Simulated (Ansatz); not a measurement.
# Phonon transport in SiC (Moissanite 3C, F-43m), part 3 of 3

Wanted: κ(T), lifetimes and mean free paths for SiC (Moissanite 3C).

Measurements to reproduce:
- thermal conductivity 360 W/m/K near room temperature (given in “Combining the AFLOW GIBBS and Elastic Libraries to efficiently and robustly screen thermo-mechanical properties of solids”, 2017, arXiv:1611.05714)

Ansatz 0.2.0; DFT r2SCAN, scalar-relativistic, plane waves, PAW; PAW set soft_1.

So far. Step 2 (Probe on a coarse mesh): The start is under -0.21 GPa at this level and looks like an insulator or semiconductor on this mesh. Step 4 (Relaxing to small residual forces and stress): The residual pressure is -0.0038 GPa, small enough for phonons. The relaxed cell has a = 4.357 Å (conventional setting).

### Step 6. Anharmonic force constants and conductivity (continued)

300 K; a sample spread over frequency. Mode lifetimes, by row, the first 40 of 90 rows:

| q1 | q2 | q3 | branch | frequency (THz) | rms speed (km/s) | three-phonon rate (1/ps) | isotope rate (1/ps) | lifetime (ps) | mean free path (nm) |
| --- | --- | --- | --- | --- | --- | --- | --- | --- | --- |
| 0 | 0 | 0.04 | 1 | 1.108 | 7.56 | 4.82e-4 | 4.07e-7 | 2080 | 15700 |
| 0 | 0.08 | -0.12 | 1 | 4.029 | 5.97 | 0.0031 | 1.43e-4 | 308 | 1840 |
| 0 | 0.08 | 0.2 | 1 | 5.271 | 7.46 | 0.0108 | 4.74e-4 | 88.7 | 662 |
| 0.04 | 0.08 | 0.24 | 2 | 6.129 | 7.68 | 0.0327 | 9.75e-4 | 29.7 | 228 |
| 0.04 | 0.08 | 0.28 | 2 | 6.825 | 6.99 | 0.0393 | 0.00172 | 24.4 | 170 |
| 0.04 | 0.2 | 0.24 | 2 | 7.341 | 6.64 | 0.0385 | 0.00266 | 24.3 | 161 |
| 0.04 | 0.16 | -0.24 | 1 | 7.713 | 4.77 | 0.0109 | 0.00368 | 68.6 | 327 |
| 0.08 | 0.2 | -0.2 | 1 | 8.087 | 5.61 | 0.0146 | 0.00559 | 49.4 | 277 |
| 0 | 0.08 | -0.4 | 1 | 8.263 | 2.16 | 0.00925 | 0.00719 | 60.8 | 131 |
| 0.04 | 0.16 | -0.16 | 2 | 8.529 | 7.47 | 0.0318 | 0.00815 | 25 | 187 |
| 0.04 | 0.08 | -0.48 | 2 | 8.751 | 4.37 | 0.0118 | 0.00877 | 48.6 | 212 |
| 0 | 0.2 | 0.36 | 1 | 9.032 | 4.25 | 0.0407 | 0.0101 | 19.7 | 83.7 |
| 0 | 0.16 | -0.48 | 1 | 9.226 | 2.96 | 0.0243 | 0.0107 | 28.6 | 84.6 |
| 0.08 | 0.24 | 0.44 | 1 | 9.478 | 4.62 | 0.0415 | 0.0121 | 18.7 | 86.2 |
| 0 | 0.12 | 0.48 | 2 | 9.667 | 6.29 | 0.0223 | 0.0127 | 28.5 | 179 |
| 0.04 | 0.24 | -0.4 | 1 | 9.948 | 3.2 | 0.0319 | 0.0146 | 21.5 | 68.8 |
| 0.08 | 0.16 | -0.48 | 2 | 10.11 | 6.3 | 0.0307 | 0.0155 | 21.6 | 136 |
| 0.08 | 0.2 | 0.44 | 2 | 10.34 | 6.32 | 0.0394 | 0.0172 | 17.7 | 112 |
| 0.12 | 0.32 | 0.48 | 1 | 10.5 | 4.15 | 0.0454 | 0.0191 | 15.5 | 64.3 |
| 0.04 | 0.32 | -0.4 | 1 | 10.72 | 2.46 | 0.0412 | 0.0211 | 16.1 | 39.5 |
| 0.04 | 0.36 | -0.36 | 1 | 10.89 | 2.09 | 0.042 | 0.0232 | 15.3 | 32.1 |
| 0 | 0.36 | -0.44 | 1 | 11.03 | 1.21 | 0.0532 | 0.0252 | 12.7 | 15.4 |
| 0.08 | 0.4 | -0.32 | 1 | 11.18 | 2.87 | 0.0454 | 0.0277 | 13.7 | 39.3 |
| 0 | 0.48 | -0.48 | 1 | 11.33 | 0.12 | 0.0763 | 0.0319 | 9.25 | 1.08 |
| 0.16 | 0.4 | -0.44 | 1 | 11.49 | 2.53 | 0.0626 | 0.0261 | 11.3 | 28.5 |
| 0.12 | 0.28 | -0.2 | 2 | 11.7 | 5.21 | 0.0722 | 0.0231 | 10.5 | 54.6 |
| 0 | 0.36 | 0.48 | 2 | 11.89 | 3.79 | 0.0897 | 0.0223 | 8.93 | 33.8 |
| 0.2 | 0.44 | -0.28 | 1 | 12.12 | 1.78 | 0.099 | 0.0217 | 8.29 | 14.7 |
| 0.04 | 0.12 | -0.2 | 3 | 12.42 | 9.19 | 0.143 | 0.0152 | 6.31 | 58 |
| 0.12 | 0.36 | -0.44 | 2 | 12.74 | 3.79 | 0.0929 | 0.019 | 8.94 | 33.9 |
| 0.08 | 0.4 | -0.4 | 2 | 13.09 | 3.69 | 0.102 | 0.021 | 8.13 | 30 |
| 0.08 | 0.24 | -0.16 | 3 | 13.38 | 5.86 | 0.158 | 0.0191 | 5.64 | 33 |
| 0.12 | 0.44 | -0.32 | 2 | 13.69 | 3.01 | 0.0905 | 0.0238 | 8.75 | 26.4 |
| 0.2 | 0.4 | -0.32 | 2 | 13.98 | 2.17 | 0.066 | 0.0191 | 11.7 | 25.5 |
| 0 | 0.12 | -0.28 | 3 | 14.64 | 7.92 | 0.154 | 0.00832 | 6.16 | 48.8 |
| 0.12 | 0.28 | 0.48 | 3 | 15.25 | 4.47 | 0.163 | 0.0133 | 5.68 | 25.4 |
| 0.12 | 0.36 | -0.24 | 3 | 15.8 | 1.71 | 0.193 | 0.0242 | 4.61 | 7.9 |
| 0.04 | 0.32 | -0.32 | 3 | 16.11 | 2.62 | 0.193 | 0.0394 | 4.3 | 11.3 |
| 0.16 | 0.36 | -0.32 | 3 | 16.32 | 1.11 | 0.187 | 0.0682 | 3.92 | 4.35 |
| 0.12 | 0.36 | -0.44 | 3 | 16.55 | 3.73 | 0.154 | 0.0597 | 4.68 | 17.4 |

Without the LO-TO term. Gamma linewidths, by row:

| branch | frequency (cm⁻¹) | three-phonon rate (1/ps) | isotope rate (1/ps) | FWHM (cm⁻¹) |
| --- | --- | --- | --- | --- |
| 4 | 798.5 | 0.334 | 0 | 1.77 |
| 5 | 798.5 | 0.334 | 0 | 1.77 |
| 6 | 798.5 | 0.334 | 0 | 1.77 |

W/m/K, third of the trace; RTA populations with a boundary rate v/L added to each mode (Matthiessen's rule). Kappa by grain size, by row:

| T (K) | bulk | 10 nm | 30 nm | 100 nm | 300 nm | 1000 nm | 10000 nm | 100000 nm |
| --- | --- | --- | --- | --- | --- | --- | --- | --- |
| 100 | 3521 | 5.805 | 16.72 | 50.05 | 123.8 | 296.8 | 1141 | 2520 |
| 300 | 508.1 | 20.98 | 50.77 | 111.6 | 189.9 | 282.9 | 422.7 | 492 |
| 600 | 204.6 | 21.85 | 44.93 | 80.23 | 114 | 145 | 185.2 | 201.7 |

W/m/K, third of the trace; RTA populations with the isotope rates scaled. Kappa by mass disorder, by row:

| T (K) | no isotopes | as typed | variance x 3 | variance x 10 | variance x 30 |
| --- | --- | --- | --- | --- | --- |
| 100 | 7117 | 3521 | 2351 | 1306 | 686.1 |
| 300 | 582.8 | 508.1 | 431.6 | 326 | 230.1 |
| 600 | 216.2 | 204.6 | 187.7 | 155.3 | 119 |

At 300 K the relaxation-time value is 508 W/(m K).

### Step 7. What came out

| Property | Result |
| --- | --- |
| highest frequency | 979.1 cm⁻¹ |
| Debye temperature from the second moment | 1195 K |
| κ at 300 K (relaxation time) | 508.2 W/m/K |
| mean free path at half of κ | 656 nm |
| share of κ above the three lowest branches | 0.001 |

**Reading.** The lattice of SiC (Moissanite 3C) conducts 508 W/(m K) at 300 K by r2SCAN (mean over directions, relaxation-time solution). Above 300 K the relaxation-time κ falls as T^-1.25. Grains of 100 nm would keep 22 % of the bulk value at 300 K, and grains of 1 µm 56 %. Removing the natural isotope disorder raises κ at 300 K by 15 %. A measured thermal conductivity near room temperature is 360 W/m/K (arXiv:1611.05714); the calculated 508 W/m/K differs by +41 %. Four-phonon, defect and boundary scattering, which are left out, would lower the calculated value; thermal expansion is left out too. The last run computed the relaxation-time solution alone; it counts normal processes as resistive, so the full solution usually lies higher, most of all in good conductors. The sum rules changed one orbit of cubic constants by up to 22 %; by the manual a large change points to a short cutoff or, on a small and distant orbit, to noisy forces. The conductivities include the coherence part between close branches; the shares for grains, isotopes, branches and paths are of the relaxation-time populations alone. Cubic couplings among atoms farther apart than the pair cutoff are dropped, and neither the cutoff nor the q-mesh was shown to be converged here. The interpolation has no quadrupole term, so branches near the zone centre are less sure, since this crystal has sites that are not centres of inversion. The PAW files were made for PBE and are used here under another functional, for which the program regenerates the frozen cores.

[Hosts, paths, dates, database ids (printed as entryN), source tags and the programs' standing remarks are cut or masked in the printed files.]

[A step with changed settings may run another functional than the one named; its input shows which.]
